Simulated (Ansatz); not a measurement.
## Zr2CO2 monolayer: from the cell to its phonons

Wanted: phonon frequencies of Zr2CO2 monolayer and what follows from them.

Program: Ansatz 0.2.0. Level of theory: DFT PBEsol, scalar-relativistic, plane waves, PAW; PAW set soft_1. Results are calculated unless marked as measured.

Most raw output is cut from this account.

## 1. Set-up

The cell holds 5 atoms: 1 C, 2 Zr and 2 O. Its edges and angles: a = 3.300 Å, b = 3.300 Å, c = 20.000 Å, α = 90.0°, β = 90.0°, γ = 120.0°. Vacuum lies along c.

## 2. Rough relaxation

The start is far from rest, so a relaxation with loose tolerances brings it close first.

The program solves this slab on a cell height of its own, 32.6 Å, in place of the one typed.

input.yaml

```yaml
crystal:
  lattice:
    - [3.3, 0.0, 0.0]
    - [-1.65, 2.85788, 0.0]
    - [0.0, 0.0, 20.0]
  atoms:
    - { symbol: C, position: [0.0, 0.0, 0.5] }
    - { symbol: Zr, position: [0.333333, 0.666667, 0.56] }
    - { symbol: Zr, position: [0.666667, 0.333333, 0.44] }
    - { symbol: O, position: [0.666667, 0.333333, 0.61] }
    - { symbol: O, position: [0.333333, 0.666667, 0.39] }
  periodic: [true, true, false]
kpoints:
  mp_grid: { grid: [9, 9, 1] }
hamiltonian:
  xc: pbesol
  pseudopotentials: { kind: paw, azcp: { folder: soft_1 }, xc_functional: pbe }
scf:
  occupations: { method: gaussian, width: 0.1 }
output:
  forces: true
  stress: true
  eigenvalues: true
relax:
  adjacent_minimum: "off"
  f_tol: 0.05
  max_steps: 80
  cell: { stress_2d_tol: 0.02 }
```

Launch:

```console
$ ansatz run input.yaml --threads 4 --pin off --max-ram 16384MiB --backend cpu --events-out ev --progress --plain --runs-dir out
```

Elapsed: 18 s, on 4 threads of Arm Neoverse V2, shared host; peak memory 0.66 GiB.

Relaxation path:

```
step  energy less that of the first step (eV)  largest force component (eV/Å)  volume (Å³)
   1                                   0.0000                          5.5688       307.45
   2                                  -0.8500                          0.8838       308.22
   3                                  -0.7651                          0.8819       292.75
   4                                  -0.9070                          0.0706       303.84
   5                                  -0.9073                          0.0037       303.59
   6                                  -0.9073                          0.0005       303.57
  7*                                  -0.9060                          0.0007       303.57
   8                                  -0.9061                          0.0001       303.51
  9*                                  -0.9060                          0.0001       303.51
```

Relaxation steps marked * repeat the geometry before them on a plane-wave basis chosen anew for their cell, so energy and pressure can jump there. Relaxation step 3 was tried and not accepted.

Forces are held to the 12 operations that the run works with; a distortion that breaks them can't arise in this run.

```
cell as run  before  after  change
      a (Å)   3.300  3.279  -0.6 %
      b (Å)   3.300  3.279  -0.6 %
```

The atoms that moved most (Å, along periodic axes as changes of fractional coordinates times the final cell, across vacuum about the mean position):

```
atom     dx     dy      dz  length
 Zr2  0.000  0.000   0.188   0.188
 Zr3  0.000  0.000  -0.188   0.188
  O5  0.000  0.000  -0.099   0.099
  O4  0.000  0.000   0.099   0.099
```

Final coordinates:

```cif
data_structure
_symmetry_space_group_name_H-M 'P 1'
_symmetry_Int_Tables_number 1
_cell_length_a 3.2788
_cell_length_b 3.2788
_cell_length_c 32.6000
_cell_angle_alpha 90.000
_cell_angle_beta 90.000
_cell_angle_gamma 120.000
_cell_volume 303.50
loop_
_atom_site_label
_atom_site_type_symbol
_atom_site_fract_x
_atom_site_fract_y
_atom_site_fract_z
_atom_site_occupancy
C1 C 0.00000 0.00000 0.30675 1
Zr2 Zr 0.33333 0.66667 0.34932 1
Zr3 Zr 0.66667 0.33333 0.26418 1
O4 O 0.66667 0.33333 0.37728 1
O5 O 0.33333 0.66667 0.23621 1
```

Numbers from this step:

```
gap on the k-mesh  : 0.9484 eV
direct gap on mesh : 1.828 eV
area per atom      : 1.862 Å²
```

The relaxation ends with a largest force component of 1.2e-4 eV/Å.

## 3. Relaxation

Harmonic phonons are second derivatives at a point where the forces vanish, and they are wanted at zero stress, so atoms and cell are relaxed first.

input.yaml, the sections that differ from step 2:

```yaml
crystal:
  lattice:
    - [3.2787537359, 0.0, 0.0]
    - [-1.6393768679, 2.839484028, 0.0]
    - [0.0, 0.0, 32.6]
  atoms:
    - { symbol: C, position: [0.0, 0.0, 0.3067484663] }
    - { symbol: Zr, position: [0.3333333333, 0.6666666667, 0.3493183091] }
    - { symbol: Zr, position: [0.6666666667, 0.3333333333, 0.2641786234] }
    - { symbol: O, position: [0.6666666667, 0.3333333333, 0.37728391] }
    - { symbol: O, position: [0.3333333333, 0.6666666667, 0.2362130225] }
  periodic: [true, true, false]
scf:
  occupations: { method: gaussian, width: 0.02 }
relax:
  adjacent_minimum: "off"
  f_tol: 0.005
  max_steps: 80
  cell: { stress_2d_tol: 0.02 }
# kpoints, hamiltonian, output: as in step 2
```

Elapsed: 4.4 s, on 4 threads; peak memory 0.65 GiB.

Little changed from the start: no atom moved by 0.005 Å and no cell edge by 0.1 %.

## 4. Tight relaxation

Phonons need a cell at rest on their own settings, so the relaxation is repeated with tight tolerances on forces and stress, using the mesh and the filling of the phonon run that follows.

input.yaml, the sections that differ from step 3:

```yaml
kpoints:
  mp_grid: { grid: [12, 12, 1] }
scf:
  occupations: { method: fixed }
output:
  forces: true
  stress: true
  eigenvalues: true
  write_density: true
  write_potential: true
  elf: true
  volumetric_format: npy
relax:
  adjacent_minimum: "off"
  f_tol: 0.001
  max_steps: 60
  cell: { stress_2d_tol: 0.002 }
# crystal, hamiltonian: as in step 3
```

Wall time 18 s (4 threads); peak memory 0.68 GiB.

Little changed from the start: no atom moved by 0.005 Å and no cell edge by 0.1 %.

Numbers from this step:

```
gap on the k-mesh  : 0.9267 eV
direct gap on mesh : 1.830 eV
```

ELF in the ac plane at fractional y = 0.333, with atoms of Zr and O within 0.2 Å of it. It is the smooth field of the valence electrons, not physical close to the nuclei.

Ten even steps from '0' (0.00) to '9' (0.75), each cell a mean:
```
00000000000000000
00000000000000000
00000000000000000
00000000000000000
00000000000000000
00000000000000000
00000000000000000
00000000000000000
00000000000000000
00000000000000000
00000000000000000
00000000000000000
00000000000000000
00000000112221110
41000258999889997
12343223466666542
67777754322222235
22343225898679984
46777532223333212
00111000000000000
00000000000000000
00000000000000000
00000000000000000
00000000000000000
```
Columns run along a (3.3 Å), rows up along c (32.6 Å). Atoms in or near the plane, at fractional coordinates: Zr at (0.67, 0.26), O at (0.67, 0.38).

Valence density in the ac plane at fractional y = 0.333, with atoms of Zr and O within 0.2 Å of it. It is the smooth field of the valence electrons, not physical close to the nuclei.

Ten steps, logarithmic in the rise over the least value, from '0' (0.0 e/Å³) to '9' (3.7 e/Å³), each cell a mean:
```
00000000000000000
00000000000000000
00000000000000000
00000000000000000
00000000000000000
00000000000000000
00000000000000000
00000000000000000
00000000000000000
00000000000000000
00000000000000000
00000000000000000
00000000000000000
00000000000000000
32222235689999764
55565555567887655
45555544444444444
54444456899999986
34444433455665443
00000000000000000
00000000000000000
00000000000000000
00000000000000000
00000000000000000
```
Columns run along a (3.3 Å), rows up along c (32.6 Å). Atoms in or near the plane, at fractional coordinates: Zr at (0.67, 0.26), O at (0.67, 0.38).

Electrostatic potential energy in the ac plane at fractional y = 0.333, with atoms of Zr and O within 0.2 Å of it. With pseudopotentials it is smooth inside the atoms' cores, unlike the true potential.

Ten even steps from '0' (-35 eV) to '9' (0 eV), each cell a mean:
```
99999999999999999
99999999999999999
99999999999999999
99999999999999999
99999999999999999
99999999999999999
99999999999999999
99999999999999999
99999999999999999
99999999999999999
99999999999999999
99999999999999999
99999999999999999
99999999999999999
99888999744334589
65444567765555677
88888888877777788
67888752000000003
89999988765555678
99999999999999999
99999999999999999
99999999999999999
99999999999999999
99999999999999999
```
Columns run along a (3.3 Å; values clipped at the 3rd and 97th percentile), rows up along c (32.6 Å). Atoms in or near the plane, at fractional coordinates: Zr at (0.67, 0.26), O at (0.67, 0.38).

The largest force component left is 0.039 meV/Å, within the tolerances set.

## 5. Modes at Γ

The zone centre comes first: it holds the modes that light can see, as far as symmetry allows. The response to a homogeneous field gives the Born charges and the dielectric tensor, and its change with displacement the Raman tensors.

input.yaml, the sections that differ from step 4:

```yaml
crystal:
  lattice:
    - [3.2785835253, 0.0, 0.0]
    - [-1.6392917626, 2.8393366213, 0.0]
    - [0.0, 0.0, 32.6]
  atoms:
    - { symbol: C, position: [0.0, 0.0, 0.3067484663] }
    - { symbol: Zr, position: [0.3333333333, 0.6666666667, 0.3493227507] }
    - { symbol: Zr, position: [0.6666666667, 0.3333333333, 0.2641741818] }
    - { symbol: O, position: [0.6666666667, 0.3333333333, 0.3772938616] }
    - { symbol: O, position: [0.3333333333, 0.6666666667, 0.2362030709] }
  periodic: [true, true, false]
output:
  eigenvalues: true
phonons:
  method: dfpt
  dielectric: true
  raman: true
# kpoints, hamiltonian, scf: as in step 4
# relax: removed
```

The job ended after 18 min (4 threads; peak memory 4 GiB; 69 min of CPU time).

This step gave:

```
sum-rule residual before enforcement                    : 9.60e-5 eV/Å²
miss of the charge sum rule                             : 0.002313 e
estimated error of the dielectric tensor                : 0.01596
estimated error of the Born charges                     : 0.04552 e
point group                                             : -3m
highest optical mode at the zone centre (no LO-TO term) : 700.2 cm⁻¹
lowest optical zone-centre mode                         : 114.7 cm⁻¹
largest Born charge (third of the trace)                : 4.389 e
```

Without the LO-TO term. Patterns of degenerate modes are one choice out of their space. Modes at Γ, with each element's share of the kinetic energy:

```
mode  frequency (cm⁻¹)  symmetry  C %  Zr %  O %
   1               0.0  acoustic    5    81   14
   2               0.0  acoustic    5    81   14
   3               0.0  acoustic    5    81   14
   4             114.7        Eg    0    92    8
   5             114.7        Eg    0    92    8
   6             230.8       A1g    0    80   20
   7             290.2        Eu   32    19   49
   8             290.2        Eu   32    19   49
   9             424.5        Eg    0     8   92
  10             424.5        Eg    0     8   92
  11             494.0        Eu   62     0   37
  12             494.0        Eu   62     0   37
  13             518.5       A2u    0    14   86
  14             524.0       A1g    0    20   80
  15             700.2       A2u   95     5    0
```

Displacements in mode 5 (114.7 cm⁻¹), the largest set to 1:
```
C1   0.00  0.00  0.00
Zr2  1.00 -0.42  0.00
Zr3 -1.00  0.42  0.00
O4   0.70 -0.29  0.00
O5  -0.70  0.29  0.00
```

Displacements in mode 6 (230.8 cm⁻¹), the largest set to 1:
```
C1   0.00  0.00  0.00
Zr2  0.00  0.00  0.85
Zr3  0.00  0.00 -0.85
O4   0.00  0.00  1.00
O5   0.00  0.00 -1.00
```

High-frequency dielectric tensor, averaged over the cell of height 32.6 Å or as lengthened by the program, vacuum included. Tensor:

```
       x      y     z
x  3.369      0     0
y      0  3.369     0
z      0      0  1.17
```

Born charge (rows field, columns displacement) (e), principal values of the symmetric part by kind of site:

```
atom  atoms with these values    low  middle   high   mean
  C1                        1  -5.26   -5.26  -0.33  -3.62
 Zr2                        2   0.57    6.30   6.30   4.39
  O4                        2  -3.67   -3.67  -0.41  -2.58
```

In full for C1:

```
-5.26  0.00  0.00
 0.00 -5.26  0.00
 0.00  0.00 -0.33
```

Transverse modes. Lines of the infrared spectrum (strongest = 100):

```
position (cm⁻¹)  label  relative intensity
            115     Eg                 0.0
            231    A1g                 0.0
            290     Eu                 100
            424     Eg                 0.0
            494     Eu                 2.7
            518    A2u                 0.3
            524    A1g                 0.0
            700    A2u                 0.1
```

Activity x (w_L - w)^4 (n + 1)/w, 532 nm, 300 K; the tensors are static ones, while 532 nm light lies above the computed direct gap, where resonance would change the heights. Raman lines, with heights relative to the strongest:

```
position (cm⁻¹)  label  relative intensity
            115     Eg                  70
            231    A1g                 100
            290     Eu                 0.0
            424     Eg                 4.9
            494     Eu                 0.0
            518    A2u                 0.0
            524    A1g                 9.4
            700    A2u                 0.0
```

Before it was imposed, the acoustic sum rule was missed by 9.6e-5 eV/Å² and the charge sum rule by 0.0023 e. Small misses are needed for a sound result but don't prove that mesh and cutoff are converged. The lowest optical mode is real, 115 cm⁻¹.

(Continued in part 2 of 2.)

[Logs are printed without paths, hosts, clocks, repeated set-up lines and the standing remarks that a program may print on its own settings, such as how far it seeks lower states.]

[Hosts, paths, dates, database ids (printed as entryN), source tags and the programs' standing remarks are cut or masked in the printed files.]
